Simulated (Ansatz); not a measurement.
# Starting-point dependence of the GW gap of KBaCeBiO6 (F-43m)

How much of the starting functional survives in the G0W0 gap of KBaCeBiO6 (F-43m)?

Program: Ansatz 0.2.0. Level of theory: G0W0 on several functionals, plane waves, PAW. Results are calculated unless marked as measured.

In doubt: one-shot GW on d or f shells is unsure, so the values of those runs are not to be relied on.

### 1. The structure

The structure is cubic, space group F-43m (No. 216). Conventional cell: a = 8.728 Å, b = 8.728 Å, c = 8.728 Å, α = 90.00°, β = 90.00°, γ = 90.00°. Nearest to K lie 12 O at 3.09 Å. Nearest to Ba lie 12 O at 3.09 Å. Nearest to Ce lie 6 O at 2.22 Å. Bi has 6 O at 2.14 Å nearest. O has 1 Bi at 2.14 Å and 1 Ce at 2.22 Å and 2 Ba at 3.09 Å and 2 K at 3.09 Å nearest. Farther neighbours and most contacts between anions are not listed.

The cell and positions are those that the Materials Project relaxed with its own functionals (PBE, PBE+U or r2SCAN), kept fixed. Spin-orbit coupling is left out unless a step names it.

### 2. G0W0 on PBEsol

Now the one-shot GW correction: screening in the RPA, then the self-energy of the levels asked for. This step takes PAW set soft_1 files.

This step: G0W0 on PBEsol, plane waves, PAW; PAW set soft_1.

File input.yaml:

```yaml
crystal:
  lattice:
    - [0.0, 4.3639834, 4.3639834]
    - [4.3639834, 0.0, 4.3639834]
    - [4.3639834, 4.3639834, 0.0]
  atoms:
    - { symbol: K, position: [0.75, 0.75, 0.75] }
    - { symbol: Ba, position: [0.25, 0.25, 0.25] }
    - { symbol: Ce, position: [0.5, 0.5, 0.5] }
    - { symbol: Bi, position: [0.0, 0.0, 0.0] }
    - { symbol: O, position: [0.75466446, 0.24533554, 0.24533554] }
    - { symbol: O, position: [0.24533554, 0.75466446, 0.75466446] }
    - { symbol: O, position: [0.75466446, 0.75466446, 0.24533554] }
    - { symbol: O, position: [0.24533554, 0.24533554, 0.75466446] }
    - { symbol: O, position: [0.24533554, 0.75466446, 0.24533554] }
    - { symbol: O, position: [0.75466446, 0.24533554, 0.75466446] }
kpoints:
  mp_grid: { grid: [4, 4, 4] }
hamiltonian:
  xc: pbesol
  pseudopotentials: { kind: paw, azcp: { folder: soft_1 }, xc_functional: pbe }
scf:
  occupations: { method: fixed }
gw:
  n_empty_bands: 911
  ecut_chi: 180.0
  qp_bands: [v3, c3]
  qp_kpoints: band_edges
  screening: { model: contour_deformation }
```

Launch:

```bash
$ ansatz run input.yaml --threads 2 --pin off --max-ram 92160MiB --backend cuda --events-out ev --progress --plain --runs-dir out --devices 1 --max-vram 13GiB
```

Numbers of over 12 decimals in the logs are rounded to 6 here.

What it wrote:

```text
GPUs: using 1 of 1 available (devices: 1).
Engine: ansatz 0.2.0, x86_64-unknown-linux-gnu
Pseudopotentials: kind: paw
Pseudopotential: K, paw, valence charge 9, recommended cutoff 420 eV (normal), soft_1/K.paw.azcp
Pseudopotential: Ba, paw, valence charge 10, recommended cutoff 420 eV (normal), soft_1/Ba.paw.azcp
Pseudopotential: Ce, paw, valence charge 12, recommended cutoff 420 eV (normal), soft_1/Ce.paw.azcp
Pseudopotential: Bi, paw, valence charge 15, recommended cutoff 420 eV (normal), soft_1/Bi.paw.azcp
Pseudopotential: O, paw, valence charge 6, recommended cutoff 420 eV (normal), soft_1/O.paw.azcp
Functional definition: PBEsol
  exchange = pbesol_x
  correlation = pbesol_c
device memory: the entry about to start is reckoned to put 2.5 GiB on a device that reports 52.8 GiB free (of which the cap on the GPU budget leaves the run 13.0 GiB)
GPU FFT provider: cuFFT
GPU libraries: cuBLAS 13.8.2, cuFFT 12.4.0, cuSOLVER 12.3.4
Crystal: 10 atoms, lattice volume = 166.218 Å³
Basis set: ecut = 420 eV, 3287 PW (Γ)
Bands: 51, of which v1, the nominal top of the filled ones, is band 41 counted from 1 (40 counted from 0)
Symmetry: 24 space group operations
Space group: F-43m (ITA 216), of the structure as read, at distance tolerance 5.5e-5 Å
k-points: 8 of 64 (time reversal used)
Non-local potential: K, projectors of the file, l = 0: 3, l = 1: 2, l = 2: 2
Non-local potential: Ba, projectors of the file, l = 0: 3, l = 1: 2, l = 2: 2, l = 3: 2
Non-local potential: Ce, projectors of the file, l = 0: 3, l = 1: 2, l = 2: 2, l = 3: 3
Non-local potential: Bi, projectors of the file, l = 0: 2, l = 1: 2, l = 2: 2, l = 3: 1
Non-local potential: O, projectors of the file, l = 0: 2, l = 1: 2, l = 2: 1
PAW form: soft (Blöchl's): semilocal exchange-correlation on the pseudo side does not see the compensation charge
PAW frozen core: K, regenerated for the run's functional, and the local potential with it (the file was generated under x = pbe(κ = 0.804, μ = 0.219515), c = pbe(β = 0.066725))
PAW frozen core: Ba, regenerated for the run's functional, and the local potential with it (the file was generated under x = pbe(κ = 0.804, μ = 0.219515), c = pbe(β = 0.066725))
PAW frozen core: Ce, regenerated for the run's functional, and the local potential with it (the file was generated under x = pbe(κ = 0.804, μ = 0.219515), c = pbe(β = 0.066725))
PAW frozen core: Bi, regenerated for the run's functional, and the local potential with it (the file was generated under x = pbe(κ = 0.804, μ = 0.219515), c = pbe(β = 0.066725))
PAW frozen core: O, regenerated for the run's functional, and the local potential with it (the file was generated under x = pbe(κ = 0.804, μ = 0.219515), c = pbe(β = 0.066725))
PAW one-centre angular grid: K, 110 points (default); XC on 64 Gauss nodes
PAW one-centre angular grid: Ba, 194 points (default); XC on 64 Gauss nodes
PAW one-centre angular grid: Ce, 590 points (default); XC on 64 Gauss nodes
PAW one-centre angular grid: Bi, 590 points (default); XC on 64 Gauss nodes
PAW one-centre angular grid: O, 110 points (default); XC on 64 Gauss nodes
Initial density: superposition of atomic densities (chi_scale 0.1, normalization cell, long waves kept (reshape's long-wave potential 0.01 eV rms))
Initial wavefunctions: pseudopotential atomic-orbital guess
GPU buffer pool allocated for 91125 grid points (all kernels)
GPU transforms: local potential and band sums: pruned to the plane-wave sphere, on 45×45×45
Functional: x = pbesol(κ = 0.804, μ = 0.123457), c = pbesol(β = 0.046)
SCF iter   1: F=—  HF=-29486.818575 eV  |F-HF|=—  |Δ(HF+E_count)|=         —  Δρ=1.94e-1  dr2=1.16e2  ethr=3.10e-3  ⟨swp⟩=4.2  Hψ=1431  notcnv=0  defer=36
preconditioner: auto → Resta (q_TF=auto, 2.425 Å⁻¹)  ε∞=6.2  [insulator: Δε(μ)=0.000 eV  Ē_g=11.062 eV  n_scr=50 (ndim 8)  ℏωp=25.1 eV  f_vac=0.000  ε∞_Penn≈6.2]
SCF iter   2: F=—  HF=-29497.995013 eV  |F-HF|=—  |Δ(HF+E_count)|=    1.12e1  Δρ=1.53e-1  dr2=4.34e1  ethr=3.10e-3  ⟨swp⟩=4.8  Hψ=1275  notcnv=0  defer=53
SCF iter   3: F=—  HF=-29486.245096 eV  |F-HF|=—  |Δ(HF+E_count)|=    1.17e1  Δρ=8.77e-2  dr2=1.52e1  ethr=3.10e-3  ⟨swp⟩=3.2  Hψ=848  notcnv=0  defer=55
SCF iter   4: F=—  HF=-29480.712399 eV  |F-HF|=—  |Δ(HF+E_count)|=    5.53e0  Δρ=1.79e-2  dr2=1.06e0  ethr=3.10e-3  ⟨swp⟩=3.4  Hψ=948  notcnv=0  defer=45
SCF iter   5: F=—  HF=-29482.544707 eV  |F-HF|=—  |Δ(HF+E_count)|=    1.83e0  Δρ=1.74e-1  dr2=7.32e1  ethr=1.29e-3  ⟨swp⟩=2.9  Hψ=801  notcnv=0  defer=54  recentre
SCF iter   6: F=—  HF=-29483.175146 eV  |F-HF|=—  |Δ(HF+E_count)|=   6.30e-1  Δρ=6.06e-2  dr2=8.46e0  ethr=1.29e-3  ⟨swp⟩=4.4  Hψ=1071  notcnv=0  defer=55
SCF iter   7: F=—  HF=-29482.113319 eV  |F-HF|=—  |Δ(HF+E_count)|=    1.06e0  Δρ=5.04e-2  dr2=6.01e0  ethr=1.29e-3  ⟨swp⟩=5.0  Hψ=1254  notcnv=0  defer=40
SCF iter   8: F=—  HF=-29481.019429 eV  |F-HF|=—  |Δ(HF+E_count)|=    1.09e0  Δρ=3.29e-2  dr2=2.59e0  ethr=1.29e-3  ⟨swp⟩=3.6  Hψ=1060  notcnv=0  defer=48
SCF iter   9: F=—  HF=-29480.592112 eV  |F-HF|=—  |Δ(HF+E_count)|=   4.27e-1  Δρ=1.73e-2  dr2=7.10e-1  ethr=1.29e-3  ⟨swp⟩=2.8  Hψ=501  notcnv=0  defer=53
SCF iter  10: F=—  HF=-29480.474228 eV  |F-HF|=—  |Δ(HF+E_count)|=   1.18e-1  Δρ=1.81e-3  dr2=8.59e-3  ethr=8.66e-4  ⟨swp⟩=2.8  Hψ=750  notcnv=0  defer=48
[...]
E_local      = -4749.065485  (includes V_loc(G=0)·N_el)
  E_nonlocal   = 937.299406
  E_hartree    = 1747.329981
  E_xc         = -1048.715177
  E_vxc        = -1137.344765  (∫ρ·V_xc dr)
  E_paw        = -22809.032499  (= ΣΔE_a)
  E_vpaw       = -712.619506  (= ΣTr[D̂ρ^β])
  E_aug_tail   = 0.004782  (compensation charges beyond the density's cutoff)
  E_ewald      = -5467.771251
  E_core_change = 0.786694  (= ΣΔE_core)
  E_smearing   = -0.000000  (= −TS)
  E_closure    = -0.000000  (closes the sum)
  Σ components = -29480.473114   (vs F -29480.473114, Δ=0.00e0)
--- Band table (eV; the first three rows and the last of 8) ---
  k-point 0: bands = [... 37 lower, 6.4885, 7.4371, 7.4371, 7.4371, 9.4915, 9.5626, 9.7866, 9.7866, ... 6 higher]
  k-point 1: bands = [... 37 lower, 6.5566, 7.2621, 7.2621, 7.2829, 9.3113, 9.5034, 9.7664, 9.7664, ... 6 higher]
  k-point 2: bands = [... 37 lower, 6.7618, 7.0418, 7.1442, 7.1442, 9.2259, 9.5030, 9.7506, 9.7506, ... 6 higher]
  k-point 7: bands = [... 37 lower, 6.5258, 6.5491, 7.0686, 7.1924, 9.1038, 9.5067, 9.7326, 9.7607, ... 6 higher]
--- G₀W₀: contour deformation, 7 samples at zero and on the imaginary axis and 1 off it, 64 q-points, 911 empty bands' worth ---
  eigenvalues of the whole cell's RPA ε∞ on this k-mesh (on a slab, of 1 + 4πα/V) = 5.6036, 5.6036, 5.6036; static W/v taken at q = 0 is 0.178455
  bands read: the sum over 952 bands ends inside a degenerate multiplet in 3 slots, whose members it reads at an even weight; the widest, k=0: bands 952 to 954 (counted from 1) at 1/3 each
  gw.qp_kpoints: band_edges: 8 of 8 stored k-points solved, in 1 pass; an edge of the gap read off the rows below is read off those points alone
  `?` marks the rows in doubt; gw_qp.tsv's column doubts and the gw_qp event give each row's grounds
    ik  band        ε_KS         Σx   Σc(E_QP)       V_xc       Z   E_QP_lin       E_QP  E_QP is
     0    39      7.4371   -25.6984     4.8681   -20.2847  0.6872     6.8819     6.8917  root
     0    40      7.4371   -25.6984     4.8681   -20.2847  0.6872     6.8819     6.8917  root
     0    41      7.4371   -25.6984     4.8681   -20.2847  0.6872     6.8819     6.8917  root
     0    42      9.4915   -21.9089   -11.9412   -35.5758  0.5706    11.4701    11.2171  root ?
     0    43      9.5626   -17.8505    -4.3365   -23.0595  0.7064    10.4578    10.4350  root
     0    44      9.7866   -23.6629   -12.2766   -37.6932  0.5549    11.8227    11.5403  root ?
     1    39      7.2621   -25.3795     4.7420   -20.1024  0.6864     6.7173     6.7270  root
     1    40      7.2621   -25.3795     4.7420   -20.1024  0.6864     6.7173     6.7270  root
     1    41      7.2829   -25.5580     4.8028   -20.2306  0.6835     6.7491     6.7584  root
     1    42      9.3113   -21.4248    -7.0998   -30.0027  0.6500    10.8976    10.7894  root ?
     1    43      9.5034   -22.6117   -13.2194   -37.6326  0.5526    11.6121    11.3048  root ?
     1    44      9.7664   -23.6180   -12.3351   -37.7197  0.5556    11.8178    11.5329  root ?
     2    39      7.0418   -25.3866     4.8394   -20.0353  0.6760     6.5201     6.5300  root
     2    40      7.1442   -25.6232     3.7904   -21.4590  0.6947     6.7664     6.7703  root
     2    41      7.1442   -25.6232     3.7904   -21.4590  0.6947     6.7664     6.7703  root
     2    42      9.2259   -22.8214    -8.1880   -32.6959  0.6303    11.0506    10.9125  root ?
     2    43      9.5030   -22.6032   -13.2485   -37.6545  0.5523    11.6139    11.3057  root ?
     2    44      9.7506   -23.6029   -12.3770   -37.7565  0.5562    11.8139    11.5271  root ?
     3    39      7.1045   -25.2040     4.7324   -19.9447  0.6830     6.5677     6.5776  root
     3    40      7.1045   -25.2040     4.7324   -19.9447  0.6830     6.5677     6.5776  root
     3    41      7.4224   -25.6517     4.8681   -20.2360  0.6870     6.8650     6.8748  root
     3    42      9.2833   -20.6743    -6.1708   -28.1824  0.6676    10.6939    10.6206  root
     3    43      9.5041   -22.6089   -13.2171   -37.6267  0.5526    11.6119    11.3048  root ?
     3    44      9.7651   -23.6007   -12.2682   -37.6327  0.5566    11.8116    11.5289  root ?
     4    39      6.8861   -25.1845     4.4090   -20.3149  0.6815     6.4178     6.4255  root
     4    40      6.9332   -25.1848     4.0474   -20.7057  0.6910     6.4956     6.5016  root
     4    41      7.2898   -25.4895     4.7399   -20.2182  0.6865     6.7491     6.7586  root
     4    42      9.1699   -21.3807    -6.4366   -29.2295  0.6618    10.6706    10.5820  root
     4    43      9.5052   -22.6237   -13.2538   -37.6798  0.5521    11.6159    11.3075  root ?
     4    44      9.7431   -23.5597   -12.3279   -37.6645  0.5572    11.8048    11.5200  root ?
     5    39      7.0876   -25.4722     4.2338   -20.8107  0.6860     6.6541     6.6600  root
     5    40      7.1249   -25.1178     4.7001   -19.8769  0.6863     6.5739     6.5841  root
     5    41      7.1435   -25.5487     4.1852   -20.9360  0.6882     6.7102     6.7160  root
     5    42      9.2186   -22.0352    -7.3034   -30.8707  0.6459    10.8768    10.7507  root ?
     5    43      9.5051   -22.6264   -13.2520   -37.6806  0.5521    11.6157    11.3073  root ?
     5    44      9.7444   -23.5924   -12.3832   -37.7553  0.5564    11.8111    11.5240  root ?
     6    39      6.6490   -24.9001     4.3886   -20.0440  0.6800     6.1732     6.1816  root
     6    40      6.6490   -24.9001     4.3886   -20.0440  0.6800     6.1732     6.1816  root
     6    41      7.4077   -25.6074     4.8684   -20.1895  0.6869     6.8483     6.8583  root
     6    42      8.9701   -17.7681    -2.8606   -21.2539  0.7441     9.6005     9.5952  root
     6    43      9.5045   -22.6098   -13.2489   -37.6609  0.5522    11.6149    11.3067  root ?
     6    44      9.7210   -23.5702   -12.2733   -37.6334  0.5594    11.7963    11.5109  root ?
     7    39      6.5491   -24.5542     4.4488   -19.6255  0.6770     6.0594     6.0692  root
     7    40      7.0686   -25.1315     4.7028   -19.8879  0.6857     6.5175     6.5278  root
     7    41      7.1924   -25.3490     4.7462   -20.0707  0.6846     6.6505     6.6603  root
     7    42      9.1038   -20.6616    -5.4284   -27.3389  0.6809    10.4055    10.3527  root
     7    43      9.5067   -22.6367   -13.2599   -37.6987  0.5519    11.6174    11.3088  root ?
     7    44      9.7326   -23.5127   -12.3107   -37.6038  0.5580    11.7971    11.5130  root ?
[key lines of the parts left out:]
SCF converged after 16 iterations
Free energy (F): -29480.473114 eV
Fermi energy:    7.437124 eV
```

Elapsed: 79 s, on 1 × NVIDIA H100 80GB HBM3 (shared by 6 runs) with 2 threads of AMD EPYC 7R13 (Zen 3), shared host; peak memory 2.8 GiB; 1.8 min of CPU time.

Numbers from this step:

- bands summed: 952
- RPA ε∞ on this mesh (eigenvalues): 5.604, 5.604, 5.604
- plane waves in the screening matrix: 941
- q-points in the mesh: 64
- G0W0 gap on the mesh: 2.704 eV
- k of the valence top: 0, 0, 0
- k of the conduction bottom: 0, -0.5, -0.5
- starting gap on the mesh: 1.533 eV
- Z at the valence top: 0.6872
- Z at the conduction bottom: 0.7441
- least direct G0W0 gap on the computed points: 2.737 eV

The gap on the mesh goes from 1.53 eV to 2.70 eV, a correction of +1.17 eV. Between the two edge states, bare exchange in place of the xc potential would open the gap by 8.90 eV, and correlation takes back 7.73 eV.

[end of part 1 of 2]

[Paths, hosts, dates, memory and timing lines, banners, echoed tables and standing remarks are left out of the program output.]

[Logs are printed without paths, hosts, clocks, repeated set-up lines and the standing remarks that a program may print on its own settings, such as how far it seeks lower states.]

[Runs of the session that timed out or met a known fault of the program may be left out.]

[Cells called generated may have been cut or substituted from an entry of the Crystallography Open Database or the Materials Project.]

[Hosts, paths, dates, database ids (printed as entryN), source tags and the programs' standing remarks are cut or masked in the printed files.]
